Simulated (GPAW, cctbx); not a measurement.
# Zr6V2Ni: the scripts behind a bonding study

Short scripts, each with its output. The cell comes from substitution in a known structure type and wasn't matched to any measured phase.

## 1. Relax the structure

```text
cell
1.0
     0.000000000    0.000000000    3.465000000
     7.429000000    0.000000000    0.000000000
    -3.714500000    6.433702725    0.000000000
Zr Ni V
6 1 2
Direct
0.500000000 0.000000000 0.390200000
0.500000000 0.390200000 0.000000000
0.500000000 0.609800000 0.609800000
0.000000000 0.000000000 0.767000000
0.000000000 0.767000000 0.000000000
0.000000000 0.233000000 0.233000000
0.500000000 0.000000000 0.000000000
0.000000000 0.333333333 0.666666667
0.000000000 0.666666667 0.333333333
```

```python
from ase.constraints import FixSymmetry
from ase.filters import FrechetCellFilter
from ase.io import read, write
from ase.optimize import BFGS
from ase.parallel import parprint
from gpaw import GPAW, PW, FermiDirac

atoms = read("start.vasp")
atoms.set_initial_magnetic_moments([0, 0, 0, 0, 0, 0, 1.5, 2, 2])
atoms.set_constraint(FixSymmetry(atoms))
atoms.calc = GPAW(mode=PW(570), xc="PBE", kpts={"size": (6, 3, 3), "gamma": True},
                 occupations=FermiDirac(0.1), maxiter=120, symmetry={"tolerance": 1e-5}, txt="relax.txt")
BFGS(FrechetCellFilter(atoms), maxstep=0.15).run(fmax=0.03, steps=40)
parprint("cell  %.4f %.4f %.4f  %.2f %.2f %.2f" % tuple(atoms.cell.cellpar()))
parprint("volume %.3f A^3, largest force %.3f eV/A, largest stress %.2f GPa" % (atoms.get_volume(), abs(atoms.get_forces()).max(), 160.218 * abs(atoms.get_stress()).max()))
atoms.set_constraint()
write("relaxed.vasp", atoms, direct=True)
```

```console
$ OMP_NUM_THREADS=1 mpirun -n 4 gpaw python run.py > gpaw.log
```

```text
      Step        Energy          fmax
BFGS:    0      -67.530404        3.252482
BFGS:    1      -68.109968        2.310837
BFGS:    2      -68.856176        0.643284
BFGS:    3      -68.883440        0.555348
BFGS:    4      -68.907612        0.443613
BFGS:    5      -68.942393        0.366889
BFGS:    6      -68.968031        0.257673
BFGS:    7      -68.977253        0.147558
BFGS:    8      -68.978580        0.129561
BFGS:    9      -68.978866        0.115207
BFGS:   10      -68.979670        0.087973
BFGS:   11      -68.981116        0.079200
BFGS:   12      -68.983582        0.095842
BFGS:   13      -68.985453        0.075618
BFGS:   14      -68.986682        0.087181
BFGS:   15      -68.987805        0.096033
BFGS:   16      -68.989671        0.093455
BFGS:   17      -68.991441        0.068102
BFGS:   18      -68.992670        0.039406
BFGS:   19      -68.992884        0.013271
cell  3.4609 7.6949 7.6949  120.00 90.00 90.00
volume 177.473 A^3, largest force 0.013 eV/A, largest stress 0.07 GPa
```

Time: 29 min on 4 cores of Arm Neoverse V1 (shared host), peak memory 2.2 GiB.

## 2. Build the all-electron density and subtract free atoms

```text
cell
1.0
     0.000000000    0.000000000    3.460935590
     7.694928960    0.000000000    0.000000000
    -3.847464480    6.664003960    0.000000000
Zr Ni V
6 1 2
Direct
0.500000000 0.000000000 0.404758190
0.500000000 0.404758190 0.000000000
0.500000000 0.595241810 0.595241810
0.000000000 0.000000000 0.743698120
0.000000000 0.743698120 0.000000000
0.000000000 0.256301880 0.256301880
0.500000000 0.000000000 0.000000000
0.000000000 0.333333330 0.666666670
0.000000000 0.666666670 0.333333330
```

```python
import numpy as np
from ase.io import read
from ase.units import Bohr
from gpaw import GPAW, PW, FermiDirac
from gpaw.calculator import GPAW as OldGPAW
from gpaw.mpi import serial_comm, world
from scipy.special import erfc
from scipy.spatial import cKDTree

atoms = read("cell.vasp")
atoms.set_initial_magnetic_moments([0, 0, 0, 0, 0, 0, 1.5, 2, 2])
atoms.calc = GPAW(mode=PW(450), xc="PBE", kpts={"size": (7, 4, 4), "gamma": True},
                 occupations=FermiDirac(0.1), maxiter=120, symmetry={"tolerance": 1e-5}, txt="scf.txt")
atoms.get_potential_energy()
rho = atoms.calc.get_all_electron_density(gridrefinement=2)
moments = atoms.get_magnetic_moments() if atoms.calc.get_number_of_spins() == 2 else np.zeros(len(atoms))
total = atoms.get_magnetic_moment() if moments.any() else 0.0
if world.rank == 0:
    free = OldGPAW(mode=PW(450), xc="PBE", txt=None, communicator=serial_comm)
    neutral = atoms.copy()
    neutral.set_initial_magnetic_moments(None)
    free.initialize(neutral)
    free.set_positions(neutral)
    drho = rho - free.get_all_electron_density(gridrefinement=2)
    # GPAW starts from confined atoms: exchange their smooth part for that of the datasets' free atoms
    h = np.stack(np.meshgrid(*[np.fft.fftfreq(n, 1 / n) for n in drho.shape], indexing="ij"), -1)
    gabs = np.linalg.norm(h @ atoms.cell.reciprocal(), axis=-1)
    tails = np.fft.fftn(free.get_pseudo_density(gridrefinement=2))
    g, form, v0 = np.linspace(0, gabs.max(), 1500), {}, 0
    for e in set(atoms.symbols):
        idx = atoms.symbols.search(e)
        d = free.setups[idx[0]].data
        r, w = d.rgd.r_g * Bohr, d.rgd.r_g**2 * d.rgd.dr_g
        j0 = np.sinc(2 * g[:, None] * r)
        smooth = sum(f * p**2 for f, p in zip(d.f_j, d.phit_jg)) + np.sqrt(4 * np.pi) * d.nct_g
        full = sum(f * p**2 for f, p in zip(d.f_j, d.phi_jg)) + np.sqrt(4 * np.pi) * d.nc_g
        phase = sum(np.exp(-2j * np.pi * h @ s) for s in atoms.get_scaled_positions()[idx])
        tails -= np.interp(gabs, g, j0 @ (smooth * w)) * phase * drho.size / atoms.get_volume()
        form[e] = j0 @ (full * w)
        v0 += 2 * np.pi / 3 * 14.3996 * (full * w * r**2).sum() * len(idx)  # V A^3
    tails *= 0.5 * erfc((gabs - 1.8) / 0.25)  # the tails differ at long wavelengths alone
    drho += np.fft.ifftn(tails).real  # crystal minus superposed spherical free atoms
    np.save("drho.npy", drho)
    dv = atoms.get_volume() / drho.size
    print("grid", drho.shape, " electrons %.3f" % (rho.sum() * dv), " moved by bonding %.3f e" % (abs(drho).sum() * dv / 2))
    pts = np.indices(drho.shape).reshape(3, -1).T / drho.shape @ atoms.cell
    shifts = (np.indices((3, 3, 3)).reshape(3, -1).T - 1) @ atoms.cell
    images = (atoms.positions[None] + shifts[:, None]).reshape(-1, 3)
    dist, idx = cKDTree(images).query(pts, k=4)
    out = drho.ravel()[dist[:, 0] > 0.5]
    print("deformation density beyond 0.5 A of the nuclei: max %.3f, min %.3f e/A^3" % (out.max(), out.min()))
    tie = dist < dist[:, :1] + 1e-4
    q = -np.bincount((idx % len(atoms))[tie], (drho.ravel()[:, None] / tie.sum(1, keepdims=True) * tie)[tie], len(atoms)) * dv
    print("atom        x       y       z   Voronoi charge  moment")
    for a, s, c, m in zip(atoms, atoms.get_scaled_positions(), q, moments):
        print("%-2s%-3d %7.4f %7.4f %7.4f %10.3f %10.2f" % (a.symbol, a.index + 1, *s, c, m))
    np.savez("free.npz", g=g, **form)
    print("mean inner potential of superposed free atoms %.3f V" % (v0 / atoms.get_volume()))
    print("total magnetic moment %.3f muB" % total)
```

```console
$ OMP_NUM_THREADS=1 mpirun -n 4 gpaw python run.py > gpaw.log
```

```text
grid (36, 80, 80)  electrons 314.000  moved by bonding 1.751 e
deformation density beyond 0.5 A of the nuclei: max 0.107, min -0.104 e/A^3
atom        x       y       z   Voronoi charge  moment
Zr1    0.5000  0.0000  0.4048      0.110      -0.01
Zr2    0.5000  0.4048  0.0000      0.110      -0.01
Zr3    0.5000  0.5952  0.5952      0.110      -0.01
Zr4    0.0000  0.0000  0.7437      0.151      -0.00
Zr5    0.0000  0.7437  0.0000      0.151      -0.00
Zr6    0.0000  0.2563  0.2563      0.151      -0.00
Ni7    0.5000  0.0000  0.0000     -0.371      -0.00
V 8    0.0000  0.3333  0.6667     -0.206       0.07
V 9    0.0000  0.6667  0.3333     -0.206       0.07
mean inner potential of superposed free atoms 24.779 V
total magnetic moment 0.110 muB
```

Time: 7.5 min.

## 3. Fourier-transform the difference

```python
from cctbx import adptbx, crystal, miller, xray
from cctbx.eltbx import tiny_pse
import numpy as np

cs = crystal.symmetry(unit_cell=(7.6949, 7.6949, 3.4609, 90, 90, 120), space_group_symbol='Hall: P -6 -2')  # P-62m
atoms = [  # label, site, U (iso, or U11 U22 U33 U12 U13 U23 in A^2), occupancy
    ("Zr1", (0, 0.40476, 0.5), 0.0000, 1),
    ("Zr2", (0, 0.7437, 0), 0.0000, 1),
    ("Ni1", (0, 0, 0.5), 0.0000, 1),
    ("V1", (1/3, 2/3, 0), 0.0000, 1),
]
xs = xray.structure(crystal_symmetry=cs)
for label, site, u, occ in atoms:
    u = adptbx.u_cif_as_u_star(cs.unit_cell(), u) if isinstance(u, tuple) else u
    xs.add_scatterer(xray.scatterer(label, site=site, u=u, occupancy=occ))
xs.scattering_type_registry(table="wk1995")
drho = np.load("drho.npy")
T = np.array([[0, 1, 0], [0, 0, 1], [1, 0, 0]])  # conventional axes in terms of the primitive ones
dF = np.fft.ifftn(drho) * 177.47344  # electrons a conventional cell, indexed by primitive hkl
ms = miller.build_set(cs, anomalous_flag=False, d_min=0.9).sort("resolution")
iam = ms.structure_factors_from_scatterers(xs, algorithm="direct").f_calc()
p1 = xs.expand_to_p1()
z = np.array([tiny_pse.table(sc.scattering_type).atomic_number() for sc in p1.scatterers()])
x = np.array(p1.sites_frac())
free = np.load("free.npz")
print("static structure factors of the conventional cell: F in electrons, V (Mott-Bethe) in volts")
print("   h  k  l      d  |F| table  |F| free   |F| DFT   change   |V| free  |V| DFT  change %")
for h, d, table in list(zip(ms.indices(), ms.d_spacings().data(), iam.data()))[:16]:
    df = dF[tuple(np.rint(np.linalg.solve(T, h)).astype(int))]
    phase = np.exp(2j * np.pi * x @ h)
    f = sum(np.interp(1 / d, free["g"], free[sc.scattering_type]) * p for sc, p in zip(p1.scatterers(), phase))
    fz = (z * phase).sum()
    c = 14.3996 * d * d / (np.pi * cs.unit_cell().volume())
    v0, v1 = abs(fz - f) * c, abs(fz - f - df) * c
    print("%4d%3d%3d %7.4f %9.3f %9.3f %9.3f %8.3f %9.3f %8.3f %8s" % (h + (d, abs(table), abs(f), abs(f + df), abs(f + df) - abs(f), v0, v1, "%.1f" % (100 * (v1 / v0 - 1)) if v0 > 0.02 else "-")))
```

```console
$ python run.py
```

```text
static structure factors of the conventional cell: F in electrons, V (Mott-Bethe) in volts
   h  k  l      d  |F| table  |F| free   |F| DFT   change   |V| free  |V| DFT  change %
   1  0  0  6.6640    15.382    15.375    15.369   -0.006     0.414    0.421      1.7
   1  1  0  3.8475    18.704    18.769    18.392   -0.377     0.678    0.823     21.4
   0  0  1  3.4609    13.533    13.505    13.755    0.251     1.391    1.313     -5.6
   2  0  0  3.3320    30.162    30.192    30.393    0.201     1.228    1.171     -4.7
   1  0  1  3.0714    10.368    10.451    10.040   -0.411     0.361    0.461     27.7
   1  1  1  2.5731   132.108   132.015   131.615   -0.400     6.083    6.155      1.2
   2  1  0  2.5187   106.992   106.913   106.606   -0.307     4.869    4.921      1.1
   2  0  1  2.4004   123.040   122.798   122.505   -0.292     5.532    5.576      0.8
   3  0  0  2.2213   134.836   134.495   133.872   -0.623     5.963    6.042      1.3
   2  1  1  2.0365    58.554    58.352    58.195   -0.157     2.474    2.491      0.7
   2  2  0  1.9237    32.823    32.669    32.527   -0.142     1.513    1.534      1.4
   3  0  1  1.8694     4.178     4.202     4.062   -0.140     0.494    0.506      2.6
   3  1  0  1.8483    67.131    67.091    67.045   -0.046     2.463    2.467      0.2
   0  0  2  1.7305   213.016   212.793   212.603   -0.190     7.827    7.842      0.2
   2  2  1  1.6814    44.508    44.494    44.621    0.127     1.433    1.423     -0.7
   1  0  2  1.6749    11.975    11.896    11.862   -0.034     0.278    0.281      0.9
```

Time: 0.46 s on 1 core of Arm Neoverse V1 (shared host), peak memory 0.08 GiB.

[Outputs are excerpts: Python notices, other lines and further rows are left out; steps that failed or that the build refused (PBEsol, TPSS) are not shown.]

[Logs are printed without paths, hosts, clocks, repeated set-up lines and the standing remarks that a program may print on its own settings, such as how far it seeks lower states.]
